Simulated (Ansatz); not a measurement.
# F on Co(0001): change of the work function, part 3 of 4

How does F on the fcc site change the work function of Co(0001) as the layer fills?

Ansatz 0.2.0; plane-wave DFT, PBE, Ansatz PAW (set soft_1); PAW set soft_1.

So far, work function, upper face (eV): step 2 (the clean slab) 4.92; step 3 (37 atoms, coverage 0.111 ML, cell 3x3) 5.16.

### 4. Adsorbate added, k-mesh 6×6×1, coverage 0.25 ML

System of this step: F/Co(0001). The cell holds 17 atoms: 16 Co and 1 F. Cell: a = 5.020 Å, b = 5.020 Å, c = 25.232 Å, α = 90.0°, β = 90.0°, γ = 60.0°. Vacuum lies along c.

Another coverage, to see how the dipoles act on each other as their distance changes.

Input file input.yaml:

```yaml
crystal:
  lattice:
    - [5.02, 0.0, 0.0]
    - [2.51, 4.347447527, 0.0]
    - [0.0, 0.0, 25.2315073062]
  atoms:
    - { symbol: Co, position: [0.3333333333, 0.3333333333, 0.3566968826], spin: 1.82 }
    - { symbol: Co, position: [0.0, 0.0, 0.4373741872], spin: 1.76 }
    - { symbol: Co, position: [0.3333333333, 0.3333333333, 0.5184353712], spin: 1.74 }
    - { symbol: Co, position: [0.0, 0.0, 0.5955323834], spin: 1.79 }
    - { symbol: Co, position: [0.3333333333, 0.8333333333, 0.3566968826], spin: 1.82 }
    - { symbol: Co, position: [0.0, 0.5, 0.4373741872], spin: 1.76 }
    - { symbol: Co, position: [0.3333333333, 0.8333333333, 0.5184353712], spin: 1.74 }
    - { symbol: Co, position: [0.0, 0.5, 0.5955323834], spin: 1.79 }
    - { symbol: Co, position: [0.8333333333, 0.3333333333, 0.3566968826], spin: 1.82 }
    - { symbol: Co, position: [0.5, 0.0, 0.4373741872], spin: 1.76 }
    - { symbol: Co, position: [0.8333333333, 0.3333333333, 0.5184353712], spin: 1.74 }
    - { symbol: Co, position: [0.5, 0.0, 0.5955323834], spin: 1.79 }
    - { symbol: Co, position: [0.8333333333, 0.8333333333, 0.3566968826], spin: 1.82 }
    - { symbol: Co, position: [0.5, 0.5, 0.4373741872], spin: 1.76 }
    - { symbol: Co, position: [0.8333333333, 0.8333333333, 0.5184353712], spin: 1.74 }
    - { symbol: Co, position: [0.5, 0.5, 0.5955323834], spin: 1.79 }
    - { symbol: F, position: [0.1666666667, 0.1666666667, 0.6433031174] }
magnetization:
  spin_polarized: true
kpoints:
  mp_grid: { grid: [6, 6, 1] }
hamiltonian:
  xc: pbe
  pseudopotentials: { kind: paw, azcp: { folder: soft_1 } }
scf:
  occupations: { method: fermi_dirac, width: 0.1 }
  convergence: { dr2_threshold: 1.0e-08 }
efield:
  axis: 3
  dipole_correction: true
  ramp_position: 0.97
  ramp_width: 0.06
relax:
  f_tol: 0.02
  max_steps: 60
  constraints: [{ sites: [0, 1, 4, 5, 8, 9, 12, 13] }]
output:
  dos: { projected: true, e_range: [-8, 4] }
  write_potential: true
  write_density: true
  volumetric_format: npy
  elf: true
```

Command:

```
> ansatz run input.yaml --threads 4 --pin off --max-ram 16384MiB --backend cpu --events-out ev --progress --plain --runs-dir out
```

What it wrote:

```text
[...]
Crystal: 17 atoms, lattice volume = 550.657 Å³
Basis set: ecut = 420 eV, 10867 PW (Γ), exchange–correlation on 72×72×360 points (8 copies of the dense FFT grid, shifted against one another)
Bands: 185, of which v1, the nominal top of the filled ones, is band 140 counted from 1 (139 counted from 0)
Symmetry: 6 space group operations
k-points: 7 of 36 (time reversal used)
[...]
Starting moments: Σ|m| = 28.44 μB on 16 of 17 sites
[...]
SCF iter   1: F=—  HF=-82813.643621 eV  |F-HF|=—  |Δ(HF+E_count)|=         —  Δρ=3.96e-2 (↑1.40e-2 ↓3.96e-2)  dr2=2.27e1  dr2_m=2.21e0  M=28.160 μB ∫|m|=29.027 μB  β_m=1.00  ethr=3.10e-3  p=-0.000 e·Å  D=-4.01e-7 V/Å  ΔV_dip=0.00 eV  dr2_dipole=1.16e-1  V_vac-E_F(+/−)=7.42/7.42 eV  ⟨swp⟩=8.7  Hψ=12689  notcnv=0  defer=180
[...]
SCF iter  16: F=-82820.994913 eV  HF=-82820.994913 eV  |F-HF|=1.67e-9  |Δ(HF+E_count)|=   3.41e-8  Δρ=5.05e-7 (↑2.13e-7 ↓5.05e-7)  dr2=2.80e-9  dr2_m=1.63e-10  M=27.395 μB ∫|m|=29.975 μB  ethr=1.00e-12  p=0.032 e·Å  D=1.06e-2 V/Å  ΔV_dip=-0.27 eV  dr2_dipole=2.84e-10  V_vac-E_F(+/−)=4.72/4.99 eV  ⟨swp⟩=13.0  Hψ=19351  notcnv=0
SCF 1 converged in 16 iterations: F = -82820.994913 eV  dr2 = 2.80e-9
[...]
relax step   1: F+E_penalty+E_count = -82820.99491328 eV  Δ(F+E_penalty+E_count) = +0.000e0 eV  max|allowed force component| = 3.381e0 eV/Å  Δτ_max = 0.0000 Å  (16 SCF iters, accepted)
[...]
SCF iter  13: F=-82821.246656 eV  HF=-82821.246656 eV  |F-HF|=3.80e-9  |Δ(HF+E_count)|=   3.00e-8  Δρ=1.03e-6 (↑2.63e-7 ↓1.03e-6)  dr2=5.79e-9  dr2_m=1.54e-9  M=27.471 μB ∫|m|=30.061 μB  ethr=1.66e-12  p=0.010 e·Å  D=3.35e-3 V/Å  ΔV_dip=-0.08 eV  dr2_dipole=3.03e-11  V_vac-E_F(+/−)=4.90/4.99 eV  ⟨swp⟩=12.5  Hψ=17820  notcnv=0
SCF 2 converged in 13 iterations: F = -82821.246656 eV  dr2 = 5.79e-9
[...]
relax step   2: F+E_penalty+E_count = -82821.24665576 eV  Δ(F+E_penalty+E_count) = -2.517e-1 eV  max|allowed force component| = 2.202e0 eV/Å  Δτ_max = 0.0841 Å  (13 SCF iters, accepted)
SCF iter   1: F=—  HF=-82821.507749 eV  |F-HF|=—  |Δ(HF+E_count)|=         —  Δρ=3.63e-3 (↑3.63e-3 ↓3.10e-3)  dr2=3.55e-1  dr2_m=1.66e-2  M=27.527 μB ∫|m|=30.129 μB  β_m=1.00  ethr=1.68e-3  p=0.010 e·Å  D=3.35e-3 V/Å  ΔV_dip=-0.08 eV  dr2_dipole=1.26e-1  V_vac-E_F(+/−)=4.95/5.04 eV  ⟨swp⟩=4.3  Hψ=6421  notcnv=0  defer=246
[...]
SCF iter  14: F=-82821.467394 eV  HF=-82821.467394 eV  |F-HF|=3.89e-9  |Δ(HF+E_count)|=   2.16e-8  Δρ=8.66e-7 (↑1.34e-7 ↓8.66e-7)  dr2=7.22e-9  dr2_m=1.10e-9  M=27.558 μB ∫|m|=30.150 μB  ethr=1.81e-12  p=-0.057 e·Å  D=-1.86e-2 V/Å  ΔV_dip=0.47 eV  dr2_dipole=1.41e-9  V_vac-E_F(+/−)=5.46/4.99 eV  ⟨swp⟩=12.8  Hψ=17568  notcnv=0
SCF 3 converged in 14 iterations: F = -82821.467394 eV  dr2 = 7.22e-9
relax step   3: F+E_penalty+E_count = -82821.46739398 eV  Δ(F+E_penalty+E_count) = -2.207e-1 eV  max|allowed force component| = 1.099e-1 eV/Å  Δτ_max = 0.2000 Å  (14 SCF iters, accepted)
SCF iter   1: F=—  HF=-82821.469664 eV  |F-HF|=—  |Δ(HF+E_count)|=         —  Δρ=7.33e-4 (↑7.33e-4 ↓4.50e-4)  dr2=4.49e-3  dr2_m=1.35e-3  M=27.570 μB ∫|m|=30.163 μB  β_m=1.00  ethr=1.66e-5  p=-0.057 e·Å  D=-1.86e-2 V/Å  ΔV_dip=0.47 eV  dr2_dipole=6.78e-4  V_vac-E_F(+/−)=5.46/4.99 eV  ⟨swp⟩=2.9  Hψ=5005  notcnv=0  defer=268
[...]
SCF iter  12: F=-82821.469530 eV  HF=-82821.469530 eV  |F-HF|=6.10e-9  |Δ(HF+E_count)|=   5.30e-9  Δρ=6.93e-7 (↑1.62e-7 ↓6.93e-7)  dr2=6.97e-9  dr2_m=4.99e-10  M=27.576 μB ∫|m|=30.169 μB  ethr=1.00e-12  p=-0.058 e·Å  D=-1.92e-2 V/Å  ΔV_dip=0.48 eV  dr2_dipole=1.48e-9  V_vac-E_F(+/−)=5.47/4.99 eV  ⟨swp⟩=10.1  Hψ=17498  notcnv=0
SCF 4 converged in 12 iterations: F = -82821.469530 eV  dr2 = 6.97e-9
[...]
relax step   4: F+E_penalty+E_count = -82821.46953021 eV  Δ(F+E_penalty+E_count) = -2.136e-3 eV  max|allowed force component| = 1.914e-2 eV/Å  Δτ_max = 0.0158 Å  (12 SCF iters, accepted)
[...]
SCF converged after 12 iterations
Magnetization: 27.5758 μB (153.2879 up, 125.7121 down)
Absolute magnetization: 30.1969 μB (∫|ρ↑−ρ↓|, with the PAW one-centre terms)
[...]
Per-site moments (μB) at R_I (Å): [(1.815558, 1.030734), (1.753847, 1.030263), (1.756741, 0.983650), (1.813240, 0.856642), (1.815558, 1.030734), (1.753847, 1.030263), (1.756741, 0.983650), (1.813240, 0.856642), (1.815558, 1.030734), (1.753847, 1.030263), (1.756741, 0.983650), (1.813240, 0.856642), (1.813213, 1.030734), (1.771216, 1.030734), (1.641025, 1.008119), (1.803297, 0.983650), (0.090802, 0.856642)]
Free energy (F): -82821.469530 eV
[...]
Internal energy: -82820.917589 eV  (E = F + TS)
E sigma→0 (E₀):  -82821.193560 eV
Entropy (-TS):   -0.551941 eV (-32.467 meV/atom)
Fermi energy:    2.586636 eV
Dipole field:    D = -0.019145 V/Å  (p = -0.058261 e·Å, saw-weighted, corrected)
Work function:   Φ+ = 5.4708 eV   Φ− = 4.9877 eV
[...]
--- Forces (eV/Å), atoms counted from 1 ---
  atom   1  Co     0.00238944     0.00137954     0.47360974
  atom   2  Co    -0.02441598    -0.01409657    -0.48622753
  atom   3  Co     0.00000193     0.00000111     0.00422463
  atom   4  Co    -0.01657320    -0.00956854     0.00745318
  atom   5  Co     0.00000000    -0.00275909     0.47360974
  atom   6  Co    -0.00000000     0.02819315    -0.48622753
  atom   7  Co     0.00000000    -0.00000223     0.00422463
  atom   8  Co     0.00000000     0.01913709     0.00745318
  atom   9  Co    -0.00238944     0.00137954     0.47360974
  atom  10  Co     0.02441598    -0.01409657    -0.48622753
  atom  11  Co    -0.00000193     0.00000111     0.00422463
  atom  12  Co     0.01657320    -0.00956854     0.00745318
  atom  13  Co     0.00000000    -0.00000000     0.50839047
  atom  14  Co    -0.00000000     0.00000000    -0.48429278
  atom  15  Co    -0.00000000    -0.00000000     0.00352877
  atom  16  Co     0.00000000     0.00000000    -0.01424282
  atom  17  F      0.00000000     0.00000000    -0.01061215
  max |Σ_I F_I| component: 4.85e-5 eV/Å
--- Band table (eV; the first three rows and the last of 14) ---
  k-point 0 ↑: bands = [... 136 lower, 1.6377, 1.7207, 1.7207, 1.7846, 1.8129, 1.8129, 1.8718, 1.8787, ... 41 higher]
  k-point 1 ↑: bands = [... 136 lower, 1.5659, 1.6122, 1.6189, 1.6448, 1.6538, 1.6866, 1.7131, 1.7506, ... 41 higher]
  k-point 2 ↑: bands = [... 136 lower, 1.3331, 1.3632, 1.3920, 1.4280, 1.4748, 1.4998, 1.5301, 1.5467, ... 41 higher]
  k-point 6 ↓: bands = [... 136 lower, 3.2899, 3.3153, 3.3557, 3.3667, 3.4152, 3.4296, 3.4315, 3.4419, ... 41 higher]
--- Relaxed structure (4 steps of the walk, 4 accepted, 0 SCFs on fresh bases) ---
  F+E_penalty+E_count = -82821.46953021 eV   max|allowed force component| = 1.914e-2 eV/Å
  atoms:
    - { symbol: Co, position: [0.333333, 0.333333, 0.356697] }
    - { symbol: Co, position: [2.666712e-17, 2.666712e-17, 0.437374] }
    - { symbol: Co, position: [0.332533, 0.332533, 0.518094] }
    - { symbol: Co, position: [-0.00257029, -0.00257029, 0.596670] }
    - { symbol: Co, position: [0.333333, 0.833333, 0.356697] }
    - { symbol: Co, position: [0.0, 0.500000, 0.437374] }
    - { symbol: Co, position: [0.332533, 0.834933, 0.518094] }
    - { symbol: Co, position: [-0.00257029, 0.505141, 0.596670] }
    - { symbol: Co, position: [0.833333, 0.333333, 0.356697] }
    - { symbol: Co, position: [0.5, 2.666712e-17, 0.437374] }
    - { symbol: Co, position: [0.834933, 0.332533, 0.518094] }
    - { symbol: Co, position: [0.505141, -0.00257029, 0.596670] }
    - { symbol: Co, position: [0.833333, 0.833333, 0.356697] }
    - { symbol: Co, position: [0.5, 0.500000, 0.437374] }
    - { symbol: Co, position: [0.833333, 0.833333, 0.518031] }
    - { symbol: Co, position: [0.5, 0.500000, 0.592937] }
    - { symbol: F, position: [0.166667, 0.166667, 0.654748] }
```

It took 5.1 min on 4 threads of Arm Neoverse V1, shared host; peak memory 3 GiB; 20 min of CPU time.

Step by step:

```tsv
step	energy less that of the first step (eV)	largest force component (eV/Å)
1	0.0000	3.3812
2	-0.2517	2.2016
3	-0.4725	0.1099
4	-0.4746	0.0191
```

Forces are held to the 6 operations that the program found; a distortion that breaks them can't arise in this run.

The atoms that moved most (Å):

```tsv
atom	dx	dy	dz	length
F17	0.000	0.000	0.289	0.289
Co16	0.000	0.000	-0.065	0.065
Co12	0.019	-0.011	0.029	0.036
Co8	0.000	0.022	0.029	0.036
Co4	-0.019	-0.011	0.029	0.036
Co11	0.006	-0.003	-0.009	0.011
Co7	0.000	0.007	-0.009	0.011
Co3	-0.006	-0.003	-0.009	0.011
```

The relaxed structure:

```
Co F
1.0
     5.02000    0.00000    0.00000
     2.51000    4.34745    0.00000
     0.00000    0.00000   25.23151
Co F
16 1
Direct
  0.33333 0.33333 0.35670
  0.00000 0.00000 0.43737
  0.33253 0.33253 0.51809
  0.99743 0.99743 0.59667
  0.33333 0.83333 0.35670
  0.00000 0.50000 0.43737
  0.33253 0.83493 0.51809
  0.99743 0.50514 0.59667
  0.83333 0.33333 0.35670
  0.50000 0.00000 0.43737
  0.83493 0.33253 0.51809
  0.50514 0.99743 0.59667
  0.83333 0.83333 0.35670
  0.50000 0.50000 0.43737
  0.83333 0.83333 0.51803
  0.50000 0.50000 0.59294
  0.16667 0.16667 0.65475
```

This step gave:

- energy at zero smearing: -82821.1936 eV
- total moment: 27.58 μB
- work function, upper face: 5.471 eV
- dipole along the normal: -0.05826 e·Å
- step between the vacuum levels: 0.4831 eV

The density of states has structure finer than the step of the table below, so its rows give means over 0.5 eV. Peaks (eV: height): total -2.56: 51.1, -2.41: 57.6, -2.23: 51.8, -2.17: 55.6, -1.11: 72.6, -0.84: 77.8, -0.63: 53.0; up -2.65: 33.6, -2.56: 42.9, -2.41: 48.1, -2.26: 33.6, -1.11: 42.2, -0.90: 34.4, -0.84: 42.1; down -1.11: 30.4, -0.87: 40.4, -0.63: 49.6, 0.03: 31.8, 0.09: 41.1, 0.87: 33.8, 1.14: 37.6.

The density of states by energy, zero at the Fermi level; means over each step; values in states/eV a cell:

```tsv
energy (eV)	total	up	down
-7.5	1.05	0.569	0.481
-7.0	2.72	1.46	1.27
-6.5	3.27	1.98	1.29
-6.0	7.10	4.59	2.51
-5.5	6.60	1.82	4.78
-5.0	7.44	5.64	1.80
-4.5	15.7	12.6	3.13
-4.0	16.7	12.0	4.76
-3.5	21.3	14.7	6.60
-3.0	25.7	16.4	9.33
-2.5	38.3	27.7	10.6
-2.0	30.3	18.7	11.6
-1.5	36.2	21.7	14.6
-1.0	50.8	26.8	24.0
-0.5	25.8	5.48	20.3
0.0	16.5	2.42	14.1
0.5	19.6	2.50	17.1
1.0	29.1	2.50	26.6
1.5	8.74	2.74	6.00
```

Projected DOS per atom over height of the atomic layer and energy from the Fermi level. Layers: Co4 Co4 Co4 Co4 F from below.

Ten even steps from '0' (0.0 states/eV) to '9' (4.2 states/eV), each cell a mean:
```
00000
12220
33330
32230
21120
33330
77770
65450
43330
65550
44440
23320
23220
12320
12210
01100
00006
00009
00004
00001
00000
00000
```
Columns: height of the atomic layer (Å) from 9 to 16.5 (not evenly spaced); rows upwards: energy from the Fermi level (eV) from -7.96 to 1.95.

Projected DOS per atom, spin up over height of the atomic layer and energy from the Fermi level. Layers: Co4 Co4 Co4 Co4 F from below.

Ten even steps from '_' (0.01 states/eV) to '@' (2.59 states/eV), each cell a mean:
```
__________
__________
__________
__________
__________
........__
++####**__
**====++__
++----==__
##++++**__
**==++**__
::----::__
--------__
::----::__
..----..__
__....____
__________
________@@
________++
________..
__________
__________
```
Columns: height of the atomic layer (Å) from 9 to 16.5 (not evenly spaced); rows upwards: energy from the Fermi level (eV) from -7.96 to 1.95.

Projected DOS per atom, spin down over height of the atomic layer and energy from the Fermi level. Layers: Co4 Co4 Co4 Co4 F from below.

Ten even steps from '0' (0.01 states/eV) to '9' (2.60 states/eV), each cell a mean:
```
00000
23430
55550
43240
32230
44440
64450
43340
11110
33320
12210
12210
01100
00100
00000
00000
00009
00006
00001
00000
00000
00000
```
Columns: height of the atomic layer (Å) from 9 to 16.5 (not evenly spaced); rows upwards: energy from the Fermi level (eV) from -7.96 to 1.95.

Site moment by atom:

```tsv
atom	site moment (μB)
Co1	1.82
Co2	1.75
Co3	1.76
Co4	1.81
Co5	1.82
Co6	1.75
Co7	1.76
Co8	1.81
Co9	1.82
Co10	1.75
Co11	1.76
Co12	1.81
Co13	1.81
Co14	1.77
Co15	1.64
Co16	1.80
F17	0.09
```

Spin density in the ca plane at fractional y = 0.000, with atoms of Co within 0.2 Å of it.

Values in e/Å³, 7 rows by 16 columns, each cell a mean:
```
0.0 0.0 0.1 1.2 0.0 0.0 0.1 1.3 0.1 0.0 0.0 0.0 0.0 0.0 0.0 0.0
0.0 0.1 0.0 0.0 0.0 0.1 0.0 0.0 0.0 0.0 0.0 0.0 0.0 0.0 0.0 0.0
0.0 0.0 0.0 0.5 0.0 0.0 0.0 0.6 0.0 0.0 0.0 0.0 0.0 0.0 0.0 0.0
0.0 0.0 0.2 2.7 0.0 0.0 0.1 2.8 0.1 0.0 0.0 0.0 0.0 0.0 0.0 0.0
0.0 0.1 0.0 0.2 0.0 0.1 0.0 0.2 0.0 0.0 0.0 0.0 0.0 0.0 0.0 0.0
0.0 0.1 0.0 0.1 0.0 0.1 0.0 0.1 0.0 0.0 0.0 0.0 0.0 0.0 0.0 0.0
0.0 0.0 0.1 2.2 0.0 0.0 0.1 2.2 0.1 0.0 0.0 0.0 0.0 0.0 0.0 0.0
```
Columns run along c (16.0 Å, from fractional 0.31 to 0.94 of the cell), rows up along a (5.0 Å). Atoms in or near the plane, at fractional coordinates: Co at (0.44, 0.00), Co at (0.60, 0.00), Co at (0.44, 0.50), Co at (0.60, 0.51).

ELF in the ca plane at fractional y = 0.000, with atoms of Co within 0.2 Å of it. It is the smooth field of the valence electrons, not physical close to the nuclei.

Ten even steps from '0' (0.00) to '9' (0.74), each cell a mean:
```
44433423685234334336863100000000000000000000
33222232333232222323432110000000000000000000
22232233223332332333333321000000000000000000
22232233223332332333333321000000000000000000
33222232333232222323432110000000000000000000
44433423685234334336863100000000000000000000
45544423796334444337973101000000000000000000
33322332454233223324541144310000000000000000
22222232222332222332211588631000000000000000
22232233333422332233213799731000000000000000
22222232222332222332211588631000000000000000
33322332454233223324541144310000000000000000
45544423796334444337973101000000000000000000
```
Columns run along c (16.0 Å, from fractional 0.31 to 0.94 of the cell), rows up along a (5.0 Å). Atoms in or near the plane, at fractional coordinates: Co at (0.44, 0.00), Co at (0.60, 0.00), Co at (0.44, 0.50), Co at (0.60, 0.51).

Electrostatic potential energy in the ca plane at fractional y = 0.000, with atoms of Co within 0.2 Å of it. With pseudopotentials it is smooth inside the atoms' cores, unlike the true potential.

Values in eV, 7 rows by 16 columns, each cell a mean:
```
  4  -1  -9 -36  -3  -1  -8 -37  -4   7   8   8   8   8   8   8
  0 -18   2  -2   0 -19   1  -2   5   7   8   8   8   8   8   8
  3  -4  -5 -28  -1  -5  -5 -29  -1   7   8   8   8   8   8   8
  5   3 -14 -42  -6   3 -12 -42  -8   7   8   8   8   8   8   8
  2 -10  -1 -16   0 -11  -1 -16   1   7   8   8   8   8   8   8
  0 -15   1  -8   0 -16   0  -8   2   7   8   8   8   8   8   8
  5   2 -12 -41  -5   2 -10 -41  -6   7   8   8   8   8   8   8
```
Columns run along c (16.0 Å, from fractional 0.31 to 0.94 of the cell; values clipped at the 3rd and 97th percentile), rows up along a (5.0 Å). Atoms in or near the plane, at fractional coordinates: Co at (0.44, 0.00), Co at (0.60, 0.00), Co at (0.44, 0.50), Co at (0.60, 0.51).

The relaxation took 4 steps and lowered the energy by 0.47 eV; the largest force on the free atoms ends at 0.019 eV/Å.

By hand: a sheet of dipoles makes a step −p/(ε₀A) in the electron's potential. With e/ε₀ = 180.95 V·Å, p = -0.05826 e·Å and A = 21.82 Å², that is −180.95 × (-0.05826) / 21.82 = +0.483 eV, and the two vacuum levels of the run differ by +0.483 eV.

The covered face has 5.47 eV, +0.55 eV against the clean one; the bare back face has moved by +0.00 eV, a measure of how thin the slab is.

[end of part 3 of 4]

[Long decimals in the printed logs are rounded to 6 places.]

[Logs are printed without paths, hosts, clocks, repeated set-up lines and the standing remarks that a program may print on its own settings, such as how far it seeks lower states.]

[Hosts, paths, dates, database ids (printed as entryN), source tags and the programs' standing remarks are cut or masked in the printed files.]

[Maps of the electrostatic potential energy from Ansatz leave out the sawtooth potential of an applied field or a dipole correction, so their vacuum need not be flat; planar profiles and work functions include it.]
